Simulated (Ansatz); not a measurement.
# B4TeMo: relaxing a made-up structure, part 2 of 2

Starting from a made-up structure for B4TeMo, the aim is the relaxed cell, its shortest contacts and, where a second run follows, its electronic structure.

Ansatz 0.2.0; DFT, PBE, plane-wave PAW, files of the set soft_1, scalar-relativistic, no spin, cell and ions relaxed at zero pressure; PAW set soft_1 (the session's first sound run).

So far: Starting point; Relaxation of the guess. The relaxed cell has a = 3.000, c = 10.607 Å (conventional setting).

### 3. Bands of the relaxed cell

A second self-consistent run takes a narrower smearing and the mesh shown in its input; the bands follow along the standard path of the relaxed lattice.

This step: DFT, PBE, plane-wave PAW, files of the set soft_1, scalar-relativistic, no spin, bands and density of states at the relaxed cell; PAW set soft_1 (Ansatz 0.2.0).

File input.yaml:

```yaml
crystal:
  lattice:
    - [3.0001914886, 0.0, 0.0]
    - [-1.5000957443, 2.5982420454, 0.0]
    - [0.0, 0.0, 10.6070854386]
  atoms:
    - { symbol: Te, position: [0.0, 0.0, 0.0] }
    - { symbol: Mo, position: [0.0, 0.0, 0.5] }
    - { symbol: B, position: [0.6666666667, 0.3333333333, 0.3460622374] }
    - { symbol: B, position: [0.6666666667, 0.3333333333, 0.6539377626] }
    - { symbol: B, position: [0.3333333333, 0.6666666667, 0.3460622374] }
    - { symbol: B, position: [0.3333333333, 0.6666666667, 0.6539377626] }
kpoints:
  mp_grid: { grid: [12, 12, 4] }
  band_path:
    path:
      - [[0.0, 0.0, 0.0], [0.5, 0.0, 0.0], [0.33333333, 0.33333333, 0.0], [0.0, 0.0, 0.0], [0.0, 0.0, 0.5], [0.5, 0.0, 0.5], [0.33333333, 0.33333333, 0.5], [0.0, 0.0, 0.5]]
      - [[0.5, 0.0, 0.5], [0.5, 0.0, 0.0]]
      - [[0.33333333, 0.33333333, 0.0], [0.33333333, 0.33333333, 0.5]]
    npoints: 8
scf:
  occupations: { method: fermi_dirac, width: 0.03 }
  n_extra_bands: 10
hamiltonian:
  xc: pbe
  pseudopotentials: { kind: paw, azcp: { folder: soft_1 } }
output:
  forces: true
  stress: true
  write_bands: true
  dos: { projected: true }
  write_density: true
  write_potential: true
  elf: true
  volumetric_format: npy
```

Launch:

```
$ ansatz run input.yaml --threads 4 --pin off --max-ram 10240MiB --backend cpu --events-out ev --progress --plain --runs-dir out
```

Numbers of over 12 decimals in the logs are rounded to 6 here.

Log:

```text
[...]
Crystal: 6 atoms, lattice volume = 82.685 Å³
Basis set: ecut = 420 eV, 1559 PW (Γ), exchange–correlation on 48×48×144 points (8 copies of the dense FFT grid, shifted against one another)
Bands: 31, of which v1, the nominal top of the filled ones, is band 21 counted from 1 (20 counted from 0)
Symmetry: 24 space group operations
[...]
k-points: 57 of 576
[...]
SCF iter   1: F=—  HF=-12567.318557 eV  |F-HF|=—  |Δ(HF+E_count)|=         —  Δρ=1.28e-1  dr2=4.53e1  ethr=3.10e-3  ⟨swp⟩=6.1  Hψ=7818  notcnv=0  defer=6
[...]
SCF iter  11: F=-12558.871900 eV  HF=-12558.871900 eV  |F-HF|=3.73e-9  |Δ(HF+E_count)|=   5.82e-9  Δρ=3.54e-6  dr2=2.24e-8  ethr=2.38e-10  ⟨swp⟩=18.0  Hψ=14656  notcnv=0
SCF 1 converged in 11 iterations: F = -12558.871900 eV  dr2 = 2.24e-8
[...]
NSCF: frozen V_eff on 75 k-points
SCF converged after 11 iterations
Free energy (F): -12558.871900 eV
[...]
Internal energy: -12558.868149 eV  (E = F + TS)
E sigma→0 (E₀):  -12558.870025 eV
Entropy (-TS):   -0.003750 eV (-0.625 meV/atom)
Fermi energy:    9.971727 eV
[...]
--- Forces (eV/Å), atoms counted from 1 ---
  atom   1  Te    -0.00000000     0.00000000     0.00000000
  atom   2  Mo    -0.00000000     0.00000000     0.00000000
  atom   3  B      0.00000000    -0.00000000     0.00623967
  atom   4  B     -0.00000000    -0.00000000    -0.00623967
  atom   5  B     -0.00000000     0.00000000     0.00623967
  atom   6  B     -0.00000000     0.00000000    -0.00623967
  max |Σ_I F_I| component: 9.25e-17 eV/Å
--- Stress (GPa, compression-positive) ---
       -0.265162       0.000000       0.000000
        0.000000      -0.265162       0.000000
        0.000000       0.000000       0.007617
  P = ⅓ Tr σ = -0.1742 GPa (-1.742 kbar)
--- Band table (eV; the first three rows and the last of 57) ---
  k-point 0: bands = [... 17 lower, 9.0025, 9.5168, 9.5168, 10.5148, 10.5148, 12.7637, 12.7637, 16.0738, ... 6 higher]
  k-point 1: bands = [... 17 lower, 9.2821, 9.5168, 9.5168, 10.5148, 10.5148, 12.7636, 12.7636, 16.0753, ... 6 higher]
  k-point 2: bands = [... 17 lower, 9.4490, 9.5168, 9.5168, 10.5148, 10.5148, 12.7636, 12.7636, 16.0768, ... 6 higher]
  k-point 56: bands = [... 17 lower, 5.6548, 8.3349, 8.3349, 9.9300, 9.9300, 10.5983, 11.6157, 14.0542, ... 6 higher]
```

Run time: 2.4 s. Hardware: 4 threads of AMD EPYC 9R14 (Zen 4), shared host; peak memory 0.59 GiB; 8.4 s of CPU time.

Numbers from this step:

```
free energy             : -12558.8719 eV
energy at zero smearing : -12558.8700 eV
smearing term TS        : 0.003750 eV
Fermi energy            : 9.972 eV
pressure                : -0.1742 GPa
```

bands.tsv at the labelled points (eV, zero at the Fermi level; the bands that come nearest the Fermi level along the path):

| point | band 18 | band 19 | band 20 | band 21 | band 22 | band 23 | band 24 | band 25 |
| --- | --- | --- | --- | --- | --- | --- | --- | --- |
| Γ | -0.97 | -0.45 | -0.45 | 0.54 | 0.54 | 2.79 | 2.79 | 6.10 |
| M | -1.96 | -1.45 | -0.61 | -0.17 | 1.77 | 2.21 | 2.21 | 3.33 |
| K | -4.32 | -1.61 | -1.61 | -0.10 | -0.10 | 0.67 | 1.62 | 4.28 |
| Γ | -0.97 | -0.45 | -0.45 | 0.54 | 0.54 | 2.79 | 2.79 | 6.10 |
| A | -0.52 | -0.45 | -0.45 | 0.54 | 0.54 | 2.79 | 2.79 | 6.11 |
| L | -1.96 | -1.38 | -0.69 | -0.19 | 1.92 | 2.20 | 2.21 | 3.34 |
| H | -4.32 | -1.64 | -1.64 | -0.04 | -0.04 | 0.63 | 1.64 | 4.08 |
| A | -0.52 | -0.45 | -0.45 | 0.54 | 0.54 | 2.79 | 2.79 | 6.11 |
| L | -1.96 | -1.38 | -0.69 | -0.19 | 1.92 | 2.20 | 2.21 | 3.34 |
| M | -1.96 | -1.45 | -0.61 | -0.17 | 1.77 | 2.21 | 2.21 | 3.33 |
| K | -4.32 | -1.61 | -1.61 | -0.10 | -0.10 | 0.67 | 1.62 | 4.28 |
| H | -4.32 | -1.64 | -1.64 | -0.04 | -0.04 | 0.63 | 1.64 | 4.08 |

States per cell as run, both spins, in windows of 1 eV, from dos.tsv (zero at the Fermi level):

```csv
from,to,total
-8,-7,0.76
-7,-6,1.34
-6,-5,1.82
-5,-4,3.18
-4,-3,1.93
-3,-2,2.88
-2,-1,3.08
-1,0,2.95
0,1,1.51
1,2,3.12
2,3,2.88
3,4,1.06
4,5,1.04
5,6,1.86
```

A further 23.9 states lie below the table's range.

Electrostatic potential energy in the ac plane at fractional y = 0.000, with atoms of Te and Mo within 0.2 Å of it. With pseudopotentials it is smooth inside the atoms' cores, unlike the true potential.

Ten even steps from '0' (-49 eV) to '9' (15 eV), each cell a mean:
```
9864468898864468
4445788999887544
8888999999999888
9999999999999999
9999999999999999
9999999999999999
9999999999999999
9999998888899999
9999988888889999
6677888888888776
0123678999876321
0000368898863000
0001468898864100
3346788999887643
8888888888888888
9999988888889999
9999999888999999
9999999999999999
9999999999999999
9999999999999999
9999999999999999
6677899999998776
6544578999875445
9984357888753489
```
Columns run along a (3.0 Å; values clipped at the 3rd and 97th percentile), rows up along c (10.6 Å). Atoms in or near the plane, at fractional coordinates: Te at (0.00, 0.00), Mo at (0.00, 0.50).

ELF in the ac plane at fractional y = 0.000, with atoms of Te and Mo within 0.2 Å of it. It is the smooth field of the valence electrons, not physical close to the nuclei.

Ten even steps from '_' (0.01) to '@' (0.90), each cell a mean:
```
____..--==++++======++++==--..__
====++++****++------++****++++==
%%%%%%####++--::..::--++####%%%%
**++++--::..__________..::--++++
________________..______________
________..--==++++++==--..______
______::==**%%%%@@%%%%**==::____
____..--++##@@@@@@@@@@##++--..__
....::--++##%%@@@@@@%%##++--::..
::::::::--==**######**==--::::::
####**++--::--======--::--++**##
==++####**--..::--::..--**####++
**######++::::------::::++######
++++==--::--==++**++==--::--==++
......::==**##%%%%%%##**==::....
__....--++##@@@@@@@@@@##++--....
____..::++##%%@@@@@@%%##++::..__
______..--++**##%%##**++--..____
__________..::------::..________
::....______________________....
%%%%##**++--....__....--++**##%%
****######**==::::::==**######**
::::--==++++++==--==++++++==--::
______::====++======++====::____
```
Columns run along a (3.0 Å), rows up along c (10.6 Å). Atoms in or near the plane, at fractional coordinates: Te at (0.00, 0.00), Mo at (0.00, 0.50).

Valence density in the ac plane at fractional y = 0.000, with atoms of Te and Mo within 0.2 Å of it. It is the smooth field of the valence electrons, not physical close to the nuclei.

Ten steps, logarithmic in the rise over the least value, from '0' (0 e/Å³) to '9' (17 e/Å³), each cell a mean:
```
9876432212234678
5543221111122345
2221110000011122
0000000000000000
0000000000000000
0000000000000000
0000111222111000
0011223333322110
1112223333322211
3332222222222233
7665322222223566
8876532212235678
7776432222234677
5544322222223445
2222223333322222
1111223333322111
0001122232221100
0000011111110000
0000000000000000
0000000000000000
1111000000000111
3332211000112233
7764322111223467
9986432212234689
```
Columns run along a (3.0 Å), rows up along c (10.6 Å). Atoms in or near the plane, at fractional coordinates: Te at (0.00, 0.00), Mo at (0.00, 0.50).

### 4. Outcome

```yaml
space_group_relaxed: P6/mmm
conventional_cell: a = 3.000, b = 3.000, c = 10.607 Å; α = 90.0°, β = 90.0°, γ = 120.0°
volume_per_atom: 13.78 Å³ (guess 12.29)
```

In words: B4TeMo relaxes to P6/mmm with a = 3.000, b = 3.000 and c = 10.607 Å. The guessed volume was 11 % too small. The space group P6/mmm was held in the relaxation, so the end point is a stationary structure within it and may be a saddle against distortions or other arrangements. Bands cross the Fermi level, so it is a metal or semimetal at this level. On the 12×12×4 mesh with the narrower smearing (relaxed on 9×9×4) the largest force component is 0.006 eV/Å and the largest stress component is 0.265 GPa, against the relaxation's thresholds of 0.015 eV/Å and 0.05 GPa. The cutoff wasn't tested. A vector of the cell changed its length by 50 %, so the starting arrangement is largely lost and the mesh was laid for another shape. Spin-orbit coupling is left out, which can matter for elements this heavy. No dispersion term is used, so weakly bound directions may come out too long. The runs have no spin, and magnetism wasn't tested. Nothing here tests whether the compound is stable against decomposition.

[Logs are printed without paths, hosts, clocks, repeated set-up lines and the standing remarks that a program may print on its own settings, such as how far it seeks lower states.]

[Hosts, paths, dates, database ids (printed as entryN), source tags and the programs' standing remarks are cut or masked in the printed files.]
